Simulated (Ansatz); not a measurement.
## k-point convergence of GW for H2CClF (P2_1)

How dense a mesh does GW need for H2CClF (P2_1), and how does the time grow?

Main program and level: Ansatz 0.2.0; G0W0 on PBE, plane waves, PAW; PAW set soft_1.

## 1. The structure

Symmetry: P2_1, No. 4, monoclinic system. Conventional cell: a = 5.021 Å, b = 4.148 Å, c = 6.768 Å, α = 90.00°, β = 108.21°, γ = 90.00°. Nearest to H lie 1 C at 1.09 Å. Nearest to C lie 2 H at 1.09 Å and 1 F at 1.38 Å and 1 Cl at 1.79 Å. Nearest to Cl lie 1 C at 1.79 Å. F has 1 C at 1.38 Å nearest. Farther neighbours and most contacts between anions are not listed.

Geometry: measured cell, ions relaxed with PBE. The runs that relaxed it are not among those shown.

## 2. The 2×2×2 mesh

G0W0 replaces the xc potential by the self-energy, built once from these orbitals. Only a window of levels is corrected, while the sums run over the empty bands that the input names. This step takes PAW set soft_1 files.

The input, input.yaml:

```yaml
crystal:
  lattice:
    - [5.0206, 0.0, 0.0]
    - [0.0, 4.1477, 0.0]
    - [-2.1143188253, 0.0, 6.4288463713]
  atoms:
    - { symbol: H, position: [0.2852960594, 0.3914791351, 0.1553943381] }
    - { symbol: H, position: [0.7147039406, 0.8914791351, 0.8446056619] }
    - { symbol: H, position: [0.5707653094, 0.1078566959, 0.2708502709] }
    - { symbol: H, position: [0.4292346906, 0.6078566959, 0.7291497291] }
    - { symbol: C, position: [0.3460283809, 0.1408088981, 0.1943138297] }
    - { symbol: C, position: [0.6539716191, 0.6408088981, 0.8056861703] }
    - { symbol: Cl, position: [0.1663619786, 0.0024810456, 0.3682784982] }
    - { symbol: Cl, position: [0.8336380214, 0.5024810456, 0.6317215018] }
    - { symbol: F, position: [0.264389849, 0.9578742253, 0.0148699962] }
    - { symbol: F, position: [0.735610151, 0.4578742253, 0.9851300038] }
kpoints:
  mp_grid: { grid: [2, 2, 2] }
hamiltonian:
  xc: pbe
  pseudopotentials: { kind: paw, azcp: { folder: soft_1 } }
scf:
  occupations: { method: fixed }
gw:
  n_empty_bands: 303
  ecut_chi: 100
  qp_bands: [v3, c3]
  qp_kpoints: band_edges
  screening: { model: contour_deformation }
```

On the command line:

```
ansatz run input.yaml --threads 2 --pin off --max-ram 92160MiB --backend cuda --events-out ev --progress --plain --runs-dir out --devices 1 --max-vram 13GiB
```

Numbers of over 12 decimals in the logs are rounded to 6 here.

What it wrote:

```text
GPUs: using 1 of 1 available (devices: 1).
Engine: ansatz 0.2.0, x86_64-unknown-linux-gnu
Pseudopotentials: kind: paw
Pseudopotential: H, paw, valence charge 1, recommended cutoff 420 eV (normal), soft_1/H.paw.azcp
Pseudopotential: C, paw, valence charge 4, recommended cutoff 420 eV (normal), soft_1/C.paw.azcp
Pseudopotential: Cl, paw, valence charge 7, recommended cutoff 420 eV (normal), soft_1/Cl.paw.azcp
Pseudopotential: F, paw, valence charge 7, recommended cutoff 420 eV (normal), soft_1/F.paw.azcp
Functional definition: PBE
  parameter kappa = 0.804
  parameter beta = 0.066725
  exchange = pbe_x(kappa = kappa, mu = beta*pi^2/3)
  correlation = pbe_c(beta = beta)
device memory: the entry about to start is reckoned to put 1.1 GiB on a device that reports 56.5 GiB free (of which the cap on the GPU budget leaves the run 13.0 GiB)
GPU FFT provider: cuFFT
GPU libraries: cuBLAS 13.8.2, cuFFT 12.4.0, cuSOLVER 12.3.4
Crystal: 10 atoms, lattice volume = 133.874 Å³
Basis set: ecut = 420 eV, 2603 PW (Γ)
Bands: 30, of which v1, the nominal top of the filled ones, is band 20 counted from 1 (19 counted from 0)
Symmetry: 2 space group operations
Space group: P21 (ITA 4), of the structure as read, at distance tolerance 5.1e-5 Å
k-points: 8
Non-local potential: H, projectors of the file, l = 0: 2, l = 1: 1
Non-local potential: C, projectors of the file, l = 0: 2, l = 1: 2, l = 2: 1
Non-local potential: Cl, projectors of the file, l = 0: 2, l = 1: 2, l = 2: 1
Non-local potential: F, projectors of the file, l = 0: 2, l = 1: 2, l = 2: 1
PAW form: soft (Blöchl's): semilocal exchange-correlation on the pseudo side does not see the compensation charge
PAW one-centre angular grid: H, 110 points (default); XC on 64 Gauss nodes
PAW one-centre angular grid: C, 110 points (default); XC on 64 Gauss nodes
PAW one-centre angular grid: Cl, 110 points (default); XC on 64 Gauss nodes
PAW one-centre angular grid: F, 110 points (default); XC on 64 Gauss nodes
Initial density: superposition of atomic densities (chi_scale 0.1, normalization cell, long waves kept (reshape's long-wave potential 0.59 eV rms))
Initial wavefunctions: pseudopotential atomic-orbital guess
GPU buffer pool allocated for 51840 grid points (all kernels)
GPU transforms: local potential and band sums: pruned to the plane-wave sphere, on 36×27×45
Functional: x = pbe(κ = 0.804, μ = 0.219515), c = pbe(β = 0.066725)
SCF iter   1: F=—  HF=-4347.516070 eV  |F-HF|=—  |Δ(HF+E_count)|=         —  Δρ=1.23e-1  dr2=1.89e1  ethr=3.10e-3  ⟨swp⟩=5.1  Hψ=1009  notcnv=0  defer=63
preconditioner: auto → Resta (q_TF=auto, 2.231 Å⁻¹)  ε∞=3.0  [insulator: Δε(μ)=4.340 eV  Ē_g=13.532 eV  n_scr=26 (ndim 8)  ℏωp=19.3 eV  f_vac=0.036  ε∞_Penn≈3.0]
SCF iter   2: F=—  HF=-4342.652569 eV  |F-HF|=—  |Δ(HF+E_count)|=    4.86e0  Δρ=6.18e-2  dr2=2.83e0  ethr=3.10e-3  ⟨swp⟩=3.0  Hψ=536  notcnv=0  defer=63
SCF iter   3: F=—  HF=-4341.814436 eV  |F-HF|=—  |Δ(HF+E_count)|=   8.38e-1  Δρ=2.24e-2  dr2=6.16e-1  ethr=3.10e-3  ⟨swp⟩=2.0  Hψ=483  notcnv=0  defer=50
SCF iter   4: F=—  HF=-4341.596073 eV  |F-HF|=—  |Δ(HF+E_count)|=   2.18e-1  Δρ=3.81e-3  dr2=1.85e-2  ethr=1.54e-3  ⟨swp⟩=2.5  Hψ=405  notcnv=0  defer=64
SCF iter   5: F=—  HF=-4341.600471 eV  |F-HF|=—  |Δ(HF+E_count)|=   4.40e-3  Δρ=1.47e-3  dr2=2.73e-3  ethr=4.63e-5  ⟨swp⟩=2.4  Hψ=380  notcnv=0  defer=64
SCF iter   6: F=—  HF=-4341.601954 eV  |F-HF|=—  |Δ(HF+E_count)|=   1.48e-3  Δρ=3.67e-4  dr2=1.85e-4  ethr=6.83e-6  ⟨swp⟩=2.6  Hψ=349  notcnv=0  defer=64
SCF iter   7: F=—  HF=-4341.602016 eV  |F-HF|=—  |Δ(HF+E_count)|=   6.21e-5  Δρ=8.11e-5  dr2=8.15e-6  ethr=4.62e-7  ⟨swp⟩=2.5  Hψ=344  notcnv=0  defer=64
SCF iter   8: F=—  HF=-4341.602030 eV  |F-HF|=—  |Δ(HF+E_count)|=   1.38e-5  Δρ=1.58e-5  dr2=3.77e-7  ethr=2.04e-8  ⟨swp⟩=2.0  Hψ=354  notcnv=0  defer=52
SCF iter   9: F=-4341.602031 eV  HF=-4341.602030 eV  |F-HF|=2.30e-8  |Δ(HF+E_count)|=   6.45e-7  Δρ=3.01e-6  dr2=1.42e-8  ethr=2.50e-10  ⟨swp⟩=12.9  Hψ=1397  notcnv=0
SCF 1 converged in 9 iterations: F = -4341.602031 eV  dr2 = 1.42e-8
[...]
device memory: the entry about to start is reckoned to put 1.4 GiB on a device that reports 56.5 GiB free (of which the cap on the GPU budget leaves the run 13.0 GiB)
NSCF: frozen V_eff on 8 k-points
[...]
device memory: the entry about to start is reckoned to put 2.9 GiB on a device that reports 58.0 GiB free (of which the cap on the GPU budget leaves the run 13.0 GiB)
NSCF: frozen V_eff on 8 k-points
G₀W₀ screening: q 1/8
[... further progress lines ...]
device memory: the entry about to start is reckoned to put 0.4 GiB on a device that reports 56.4 GiB free (of which the cap on the GPU budget leaves the run 13.0 GiB)
NSCF: frozen V_eff on 1 k-points
device memory: the entry about to start is reckoned to put 0.5 GiB on a device that reports 56.4 GiB free (of which the cap on the GPU budget leaves the run 13.0 GiB)
NSCF: frozen V_eff on 1 k-points
SCF converged after 9 iterations
Free energy (F): -4341.602031 eV
Harris-Foulkes:  -4341.602030 eV  (|F-HF|=2.30e-8)
Internal energy: -4341.602031 eV  (E = F + TS)
E sigma→0 (E₀):  -4341.602031 eV
Fermi energy:    -0.640337 eV
--- Per-component energies (eV) ---
  E_band       = -302.491614
  E_kinetic    = 926.915818
  E_local      = -2731.538767  (includes V_loc(G=0)·N_el)
  E_nonlocal   = 286.054427
  E_hartree    = 986.888562
  E_xc         = -495.786323
  E_vxc        = -588.395016  (∫ρ·V_xc dr)
  E_paw        = -1929.954802  (= ΣΔE_a)
  E_vpaw       = -169.303313  (= ΣTr[D̂ρ^β])
  E_aug_tail   = -0.002854  (compensation charges beyond the density's cutoff)
  E_ewald      = -1384.178092
  E_smearing   = -0.000000  (= −TS)
  E_closure    = 0.000000  (closes the sum)
  Σ components = -4341.602031   (vs F -4341.602031, Δ=0.00e0)
--- Band table (eV; the first three rows and the last of 8) ---
  k-point 0: bands = [... 16 lower, -1.4022, -1.3762, -1.3556, -0.8882, 5.7093, 5.9487, 6.4458, 7.5745, ... 6 higher]
  k-point 1: bands = [... 16 lower, -1.5423, -1.2635, -1.2489, -0.9200, 5.7805, 5.8070, 6.6992, 7.0118, ... 6 higher]
  k-point 2: bands = [... 16 lower, -1.4568, -1.4568, -0.9693, -0.9693, 5.7940, 5.7940, 7.3133, 7.3133, ... 6 higher]
  k-point 7: bands = [... 16 lower, -1.4111, -1.4111, -0.6462, -0.6462, 5.8894, 5.8894, 7.1799, 7.1799, ... 6 higher]
--- G₀W₀: contour deformation, 5 samples at zero and on the imaginary axis and 1 off it, 8 q-points, 303 empty bands' worth ---
  eigenvalues of the whole cell's RPA ε∞ on this k-mesh (on a slab, of 1 + 4πα/V) = 2.0169, 2.0362, 2.3728; static W/v taken at q = 0 is 0.471742
  bands read: the sum over 323 bands ends inside a degenerate multiplet in 4 slots, whose members it reads at an even weight; the widest, k=2: bands 323 to 324 (counted from 1) at 1/2 each
  gw.qp_kpoints: band_edges: 8 of 8 stored k-points solved, in 1 pass; an edge of the gap read off the rows below is read off those points alone
    ik  band        ε_KS         Σx   Σc(E_QP)       V_xc       Z   E_QP_lin       E_QP  E_QP is
     0    18     -1.3762   -21.8463     2.8532   -16.9210  0.8110    -3.4942    -3.4483  root
     0    19     -1.3556   -20.8998     2.7413   -16.0138  0.8121    -3.5517    -3.5003  root
     0    20     -0.8882   -21.2600     2.6313   -16.5462  0.8156    -3.0146    -2.9707  root
     0    21      5.7093    -8.7240    -3.7019   -14.4247  0.8364     7.7401     7.7081  root
     0    22      5.9487    -8.8460    -3.8051   -14.6993  0.8335     8.0324     7.9969  root
     0    23      6.4458    -5.9813    -3.3967   -10.7073  0.8589     7.7875     7.7750  root
     1    18     -1.2635   -21.5245     2.7602   -16.6608  0.8145    -3.4132    -3.3671  root
     1    19     -1.2489   -20.8579     2.7029   -16.0126  0.8133    -3.4415    -3.3913  root
     1    20     -0.9200   -21.4169     2.6254   -16.7406  0.8140    -3.0134    -2.9708  root
     1    21      5.7805    -9.3739    -3.9001   -15.4417  0.8304     7.9876     7.9481  root
     1    22      5.8070    -7.9502    -3.6082   -13.3908  0.8422     7.6655     7.6393  root
     1    23      6.6992    -5.7349    -3.3432   -10.3552  0.8603     7.9877     7.9762  root
     2    18     -1.4568   -21.9420     2.8769   -16.9832  0.8110    -3.5852    -3.5387  root
     2    19     -0.9693   -21.9091     2.8240   -16.9814  0.8165    -3.1175    -3.0730  root
[...]
7    19     -0.6462   -21.9295     2.7377   -17.1178  0.8181    -2.7617    -2.7202  root
     7    20     -0.6462   -21.9295     2.7377   -17.1178  0.8181    -2.7617    -2.7202  root
     7    21      5.8894    -9.3138    -3.8299   -15.2544  0.8321     8.0376     8.0001  root
     7    22      5.8894    -9.3138    -3.8299   -15.2544  0.8321     8.0376     8.0001  root
     7    23      7.1799    -7.0086    -3.6817   -12.4435  0.8489     8.9581     8.9331  root
```

Wall time 7.7 s (1 × NVIDIA H100 80GB HBM3 (shared by 6 runs) with 2 threads of AMD EPYC 7R13 (Zen 3), shared host); peak memory 1.2 GiB; 9.3 s of CPU time.

Numbers from this step:

```yaml
bands_summed: 323
rpa_eps_infinity_on_this_mesh_eigenvalues: 2.017, 2.036, 2.373
plane_waves_in_the_screening_matrix: 309
q_points_in_the_mesh: 8
g0w0_gap_on_the_mesh: 10.00 eV
k_of_the_valence_top: -0.5, -0.5, 0
k_of_the_conduction_bottom: -0.5, 0, 0
starting_gap_on_the_mesh: 5.994 eV
z_at_the_valence_top: 0.8178
z_at_the_conduction_bottom: 0.8375
least_direct_g0w0_gap_on_the_computed_points: 10.05 eV
```

The gap on the mesh goes from 5.99 eV to 10.00 eV, a correction of +4.01 eV. Between the two edge states, bare exchange in place of the xc potential would open the gap by 10.50 eV, and correlation takes back 6.49 eV.

## 3. The 2×4×2 mesh

A second mesh at equal bands and cutoff isolates the sampling error.

input.yaml, as its differences from that of step 2:

```diff
@@ -17,3 +17,3 @@
 kpoints:
-  mp_grid: { grid: [2, 2, 2] }
+  mp_grid: { grid: [2, 4, 2] }
 hamiltonian:
```

What it wrote:

```text
GPUs: using 1 of 1 available (devices: 1).
[...]
GPU FFT provider: cuFFT
GPU libraries: cuBLAS 13.8.2, cuFFT 12.4.0, cuSOLVER 12.3.4
Crystal: 10 atoms, lattice volume = 133.874 Å³
Basis set: ecut = 420 eV, 2603 PW (Γ)
Bands: 30, of which v1, the nominal top of the filled ones, is band 20 counted from 1 (19 counted from 0)
Symmetry: 2 space group operations
[...]
k-points: 12 of 16 (time reversal used)
[...]
GPU buffer pool allocated for 51840 grid points (all kernels)
[...]
SCF iter   1: F=—  HF=-4347.519654 eV  |F-HF|=—  |Δ(HF+E_count)|=         —  Δρ=1.23e-1  dr2=1.88e1  ethr=3.10e-3  ⟨swp⟩=5.0  Hψ=1531  notcnv=0  defer=95
[...]
SCF iter   9: F=-4341.607932 eV  HF=-4341.607932 eV  |F-HF|=2.15e-8  |Δ(HF+E_count)|=   5.81e-7  Δρ=2.59e-6  dr2=1.09e-8  ethr=2.50e-10  ⟨swp⟩=12.8  Hψ=1916  notcnv=0
SCF 1 converged in 9 iterations: F = -4341.607932 eV  dr2 = 1.09e-8
[...]
0    18     -1.3806   -21.8595     2.8435   -16.9521  0.8108    -3.4901    -3.4445  root
     0    19     -1.3600   -20.8088     2.6950   -15.9887  0.8123    -3.5353    -3.4851  root
     0    20     -0.8927   -21.1926     2.5898   -16.5461  0.8157    -2.9919    -2.9494  root
     0    21      5.7080    -8.7262    -3.7010   -14.4294  0.8366     7.7423     7.7103  root
     0    22      5.9461    -8.8679    -3.7865   -14.6990  0.8338     8.0258     7.9906  root
     0    23      6.4454    -5.9888    -3.3840   -10.7007  0.8595     7.7857     7.7733  root
     1    18     -1.2672   -21.5176     2.7502   -16.6669  0.8143    -3.4138    -3.3677  root
     1    19     -1.2529   -20.8134     2.6722   -16.0130  0.8133    -3.4306    -3.3811  root
[...]
11    20     -0.6492   -21.9100     2.7203   -17.1229  0.8181    -2.7571    -2.7159  root
    11    21      5.8875    -9.3124    -3.8298   -15.2563  0.8321     8.0392     8.0015  root
    11    22      5.8875    -9.3124    -3.8298   -15.2563  0.8321     8.0392     8.0015  root
    11    23      7.1797    -7.0181    -3.6640   -12.4385  0.8496     8.9608     8.9360  root
[key lines of the parts left out:]
SCF converged after 9 iterations
Free energy (F): -4341.607932 eV
Fermi energy:    -0.643257 eV
```

Elapsed: 18 s, on 1 × NVIDIA H100 80GB HBM3 (shared by 6 runs) with 2 threads; peak memory 1.4 GiB; 24 s of CPU time.

Numbers from this step:

```
bands summed                                 : 323
RPA ε∞ on this mesh (eigenvalues)            : 2.017, 2.027, 2.373
plane waves in the screening matrix          : 309
q-points in the mesh                         : 16
G0W0 gap on the mesh                         : 10.00 eV
k of the valence top                         : -0.5, -0.5, 0
k of the conduction bottom                   : -0.5, 0, 0
starting gap on the mesh                     : 5.994 eV
Z at the valence top                         : 0.8179
Z at the conduction bottom                   : 0.8375
least direct G0W0 gap on the computed points : 10.05 eV
```

Against the run with 2×2×2 mesh, 303 empty bands, screening to 100 eV, PAW set soft_1 files, the gap moves by −0.003 eV.

[end of part 1 of 2]

[Paths, hosts, dates, memory and timing lines, banners, echoed tables and standing remarks are left out of the program output.]

[Logs are printed without paths, hosts, clocks, repeated set-up lines and the standing remarks that a program may print on its own settings, such as how far it seeks lower states.]

[Runs of the session that timed out or met a known fault of the program may be left out.]

[Cells called generated may have been cut or substituted from an entry of the Crystallography Open Database or the Materials Project.]

[Hosts, paths, dates, database ids (printed as entryN), source tags and the programs' standing remarks are cut or masked in the printed files.]
